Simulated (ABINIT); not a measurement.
**A GW chain in ABINIT: BaIBr (Pnma)**

How does a plane-wave GW calculation on BaIBr (Pnma) run from the first input to the gap?

Program: ABINIT 10.8.3. Level of theory: PBEsol and many-body steps on it, plane waves. Results are calculated unless marked as measured.

Most raw output is cut from this account.

**1. The starting structure**

The structure is orthorhombic, space group Pnma (No. 62). The conventional cell has a = 8.814 Å, b = 5.124 Å, c = 10.192 Å, α = 90.00°, β = 90.00°, γ = 90.00°. Nearest to Ba lie 4 Br at 3.31 to 3.34 Å and 5 I at 3.67 to 3.76 Å. I has 5 Ba at 3.67 to 3.76 Å nearest. Br has 4 Ba at 3.31 to 3.34 Å nearest. Farther neighbours and most contacts between anions are not listed.

The cell and positions are those that the Materials Project relaxed with its own functionals (PBE, PBE+U or r2SCAN), kept fixed. Spin-orbit coupling is left out unless a step names it.

**2. Ground state**

This step: ABINIT 10.8.3; DFT, PBEsol, plane waves, norm-conserving pseudopotentials.

The ground-state density comes first.

The input, run.abi:

```
acell 3*1.0 Angstrom
rprim 
  8.814460390000 0.000000000000 0.000000000000
  0.000000000000 5.124291030000 0.000000000000
  0.000000000000 0.000000000000 10.191678390000
ntypat 3
znucl 56 53 35
natom 12
typat 1 1 1 1 2 2 2 2 3 3 3 3
xred 
  0.728824540000 0.250000000000 0.375137030000
  0.271175460000 0.750000000000 0.624862970000
  0.771175460000 0.750000000000 0.875137030000
  0.228824540000 0.250000000000 0.124862970000
  0.471610560000 0.250000000000 0.831776550000
  0.528389440000 0.750000000000 0.168223450000
  0.028389440000 0.750000000000 0.331776550000
  0.971610560000 0.250000000000 0.668223450000
  0.856471900000 0.250000000000 0.066685850000
  0.143528100000 0.750000000000 0.933314150000
  0.643528100000 0.750000000000 0.566685850000
  0.356471900000 0.250000000000 0.433314150000
pp_dirpath "pseudos"
pseudos "Ba.upf, I.upf, Br.upf"
ecut 31
ngkpt 2 4 2
nshiftk 1
shiftk 0 0 0
kptopt 1
chksymbreak 0
nband 58
occopt 1
tolvrs 1e-08
nstep 60
prtwf 0
optforces 0
optstress 0
indata_prefix "in"
outdata_prefix "out"
tmpdata_prefix "tmp"
```

The run is started by

```
> OMP_NUM_THREADS=1 mpirun -n 8 abinit run.abi > log
```

Wall time 3 min (8 MPI ranks of Arm Neoverse V2, shared host); peak memory 1.6 GiB; 24 min of CPU time.

Numbers from this step:

| Item | Value |
| --- | --- |
| total energy | -6202.6981 eV |
| gap | 3.423 eV |
| k of the valence top | 0, 0, 0 |
| k of the conduction bottom | 0, 0, 0 |
| least direct gap | 3.423 eV |

The gap is direct, at Γ.

**3. Empty states on the mesh, 2×2×1 mesh, 325 bands**

The sums over transitions need many empty states on a uniform mesh; this step solves for them.

run.abi: that of step 2 with these lines changed.

```diff
@@ -25,3 +25,3 @@
 ecut 31
-ngkpt 2 4 2
+ngkpt 2 2 1
 nshiftk 1
@@ -30,9 +30,10 @@
 chksymbreak 0
-nband 58
-occopt 1
-tolvrs 1e-08
+iscf -2
+irdden 1
+istwfk *1
+nband 325
+nbdbuf 28
+tolwfr 1e-09
 nstep 60
-prtwf 0
-optforces 0
-optstress 0
+prtvol 0
 indata_prefix "in"
```

The run is started by

```
> OMP_NUM_THREADS=2 mpirun -n 4 abinit run.abi > log
```

The job ended after 6.3 min (4 MPI ranks; peak memory 1.3 GiB; 39 min of CPU time).

This step gave:

- gap: 3.423 eV
- k of the valence top: 0, 0, 0
- k of the conduction bottom: 0, 0, 0
- least direct gap: 3.423 eV
- k points computed: 4
- lowest point of the top converged band, above the valence top: 34.26 eV

On this mesh the gap is 3.423 eV.

**4. Screening, 2×2×1 mesh, 297 bands, screening to 89.8 eV**

The RPA dielectric matrix is built and inverted for each q.

This step: RPA screening on PBEsol, plane waves, norm-conserving pseudopotentials.

run.abi: that of step 3 with these lines changed.

```diff
@@ -30,10 +30,11 @@
 chksymbreak 0
-iscf -2
-irdden 1
 istwfk *1
-nband 325
-nbdbuf 28
-tolwfr 1e-09
-nstep 60
-prtvol 0
+occopt 1
+irdwfk 1
+optdriver 3
+nband 297
+ecuteps 3.3
+inclvkb 2
+awtr 1
+symchi 1
 indata_prefix "in"
```

The run is started by

```
> OMP_NUM_THREADS=1 mpirun -n 8 abinit run.abi > log
```

Wall time 5.7 min (8 MPI ranks); peak memory 11 GiB.

Numbers from this step:

| Quantity | Value |
| --- | --- |
| ε∞ with local fields, on this mesh, along the program's q direction | 4.097 |
| the same without local fields | 4.844 |
| plasma frequency | 16.96 eV |
| plane waves in the screening matrix | 873 |

Local fields lower ε∞ by 15 %. On a Γ-centred mesh this coarse the value itself is usually too large, while a short band sum pulls it down.

**5. Self-energy, 2×2×1 mesh, 297 bands, screening to 89.8 eV**

The self-energy is evaluated for the states that the input lists, and the levels follow from it, in one-shot runs by the linearised quasiparticle equation.

This step: G0W0 on PBEsol, plane waves, norm-conserving pseudopotentials.

run.abi: that of step 4 with these lines changed.

```diff
@@ -33,8 +33,15 @@
 irdwfk 1
-optdriver 3
+optdriver 4
 nband 297
+gwcalctyp 0
+ecutsigx 31
+symsigma 1
+nkptgw 1
+kptgw 
+  0.0000000000 0.0000000000 0.0000000000
+bdgw 
+  47 50
 ecuteps 3.3
-inclvkb 2
-awtr 1
-symchi 1
+irdscr 1
+ppmodel 1
 indata_prefix "in"
```

Elapsed: 24 s, on 8 MPI ranks; peak memory 5.8 GiB.

Numbers from this step:

```yaml
g0w0_gap_on_the_points_computed: 4.987 eV
starting_gap_on_the_mesh: 3.423 eV
k_of_the_valence_top: 0, 0, 0
k_of_the_conduction_bottom: 0, 0, 0
z_at_the_valence_top: 0.817
z_at_the_conduction_bottom: 0.835
least_direct_g0w0_gap_on_the_computed_points: 4.987 eV
```

The gap on the mesh goes from 3.42 eV to 4.99 eV, a correction of +1.56 eV.

Limits: finite bands, cutoff and mesh; no spin-orbit coupling; coarse k mesh. v1 is the top filled band, c1 the lowest empty one. The levels before and after the correction (eV, zero at the valence-band top of each column):

|  | conduction bottom | valence top |
| --- | --- | --- |
| Kohn-Sham | 3.42 | 0.00 |
| G0W0 | 4.99 | 0.00 |

|  | level | energy (eV) |
| --- | --- | --- |
| Kohn-Sham | Γ v2 | -0.128 |
| Kohn-Sham | Γ v1 | 0.000 |
| Kohn-Sham | Γ c1 | 3.423 |
| Kohn-Sham | Γ c2 | 3.984 |
| G0W0 | Γ v2 | -0.094 |
| G0W0 | Γ v1 | 0.000 |
| G0W0 | Γ c1 | 4.987 |
| G0W0 | Γ c2 | 5.583 |

**6. Where the time went**

Times are wall times on the hardware named with each run, good to a factor of about two.

| step | time | share | memory (GiB) |
| --- | --- | --- | --- |
| ground state | 3 min | 19 % | 1.6 |
| empty states on the mesh | 6.3 min | 41 % | 1.3 |
| screening | 5.7 min | 37 % | 11 |
| self-energy | 24 s | 3 % | 5.8 |

**7. Results**

| Property | Result |
| --- | --- |
| PBEsol gap | 3.42 eV, direct |
| G0W0 gap on the mesh | 4.99 eV |
| GW settings | 2×2×1 mesh, 297 bands, screening to 89.8 eV, Godby-Needs plasmon pole |
| known limits | not at the basis limit; no spin-orbit coupling; coarse k mesh |

G0W0 moves the gap on the mesh from 3.42 eV to 4.99 eV (+1.56 eV), with Z of 0.82 and 0.83 at the edges. Local fields lower the RPA ε∞ on this mesh from 4.84 to 4.10; a Γ-centred mesh this coarse tends to raise both, most where the direct gap is narrow, while a short band sum lowers them. Only 1 of the mesh's irreducible points was corrected, so a valley elsewhere could overtake. Bands and cutoff are finite, so the gap is not at the basis limit. The miss can reach some tenths of an eV and take either sign; the mesh is an error of its own. In the G0W0 run levels were corrected at 1 k point alone, so a gap called «on the mesh» is the least over those, and an edge elsewhere would be missed. The 2×2×1 mesh is coarse for this cell, which bears on the long-range parts of exchange and screening. The many-body steps are scalar-relativistic: spin-orbit coupling is not in them.

[Paths, hosts, dates, memory and timing lines, banners, echoed tables and standing remarks are left out of the program output.]

[Logs are printed without paths, hosts, clocks, repeated set-up lines and the standing remarks that a program may print on its own settings, such as how far it seeks lower states.]

[Runs of the session that timed out or met a known fault of the program may be left out.]

[Hosts, paths, dates, database ids (printed as entryN), source tags and the programs' standing remarks are cut or masked in the printed files.]

[G0W0 gaps are taken among the corrected bands and points alone; a level outside them can change the order at an edge.]

[Where Ansatz stands beside ABINIT at settings called matched, ABINIT's density can come from a denser mesh and the files from another edition; pairs whose starting gaps differed by over 0.03 eV were left out, so agreement reads better than it is.]
